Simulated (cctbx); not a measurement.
**What resolution and counting buy: LiTlGe2O6**

Space group C2/c (no. 15), a = 10.9820 Å, b = 9.1690 Å, c = 5.8330 Å, α = 90.00°, β = 110.86°, γ = 90.00°.

| atom | mult. | x | y | z | Ueq (Å²) |
| --- | --- | --- | --- | --- | --- |
| Tl1 | 4 | 0 | 0.9158 | 1/4 | 0.0093 |
| Ge1 | 8 | 0.7952 | 0.5930 | 0.2481 | 0.0120 |
| O1 | 8 | 0.8552 | 0.4720 | 0.0666 | 0.0202 |
| O2 | 8 | 0.8549 | 0.7839 | 0.2797 | 0.0179 |
| O3 | 8 | 0.6013 | 0.5883 | 0.1384 | 0.0224 |
| Li1 | 4 | 0 | 0.2751 | 1/4 | 0.0219 |

This is a model crystal, built by substitution and not relaxed, with assumed displacement parameters.

Five simulated data sets (cctbx; Ag Kα, λ = 0.56087 Å; 2 % proportional error) differ in resolution or exposure (noise floor 8 counts in the first three, 8 in the last two). Each is refined with the right model, isotropic at 1.1 Å and anisotropic otherwise. How do the figures of merit and the uncertainties move?

```
d min (Å)  top counts  ⟨I/σ⟩ (unmerged, absences included)  unique  param. (scale apart)   Rint      R1  GooF  largest s.u. xyz (fractional)  s.u. U of Li1 (Å²)  largest error (Å)
      1.1       40000                                 15.0     213                    20  0.015  0.0068  0.92                        0.00106              0.0024             0.0072
     0.84       40000                                 13.2     479                    46  0.017  0.0082  0.94                        0.00077              0.0039             0.0074
      0.6       40000                                 11.2    1319                    46  0.018  0.0101  0.93                        0.00060              0.0023             0.0030
     0.75         300                                  1.1     678                    46  0.216  0.0727  0.94                        0.00530              0.0214             0.1027
     0.75        3000                                  5.1     678                    46  0.043  0.0214  0.94                        0.00182              0.0086             0.0403
```

The number of reflections grows roughly as 1/d³: 213, 479 and 1319 here. R1 follows the noise rather than the truth: at 300 counts it is 0.0727, at 3000 counts 0.0214, while GooF is 0.94 and 0.94: the weights 1/σ² carry the noise. The s.u. of U (U11 where anisotropic) for Li1 goes 0.0024, 0.0039, 0.0023 Å² with resolution and 0.0214, 0.0086 Å² with exposure.

Hardware for the 0.6 Å refinement: 0.56 s on 1 thread of Arm Neoverse N1 (shared host), peak memory 0.09 GiB.

[Logs are printed without paths, hosts, clocks, repeated set-up lines and the standing remarks that a program may print on its own settings, such as how far it seeks lower states.]
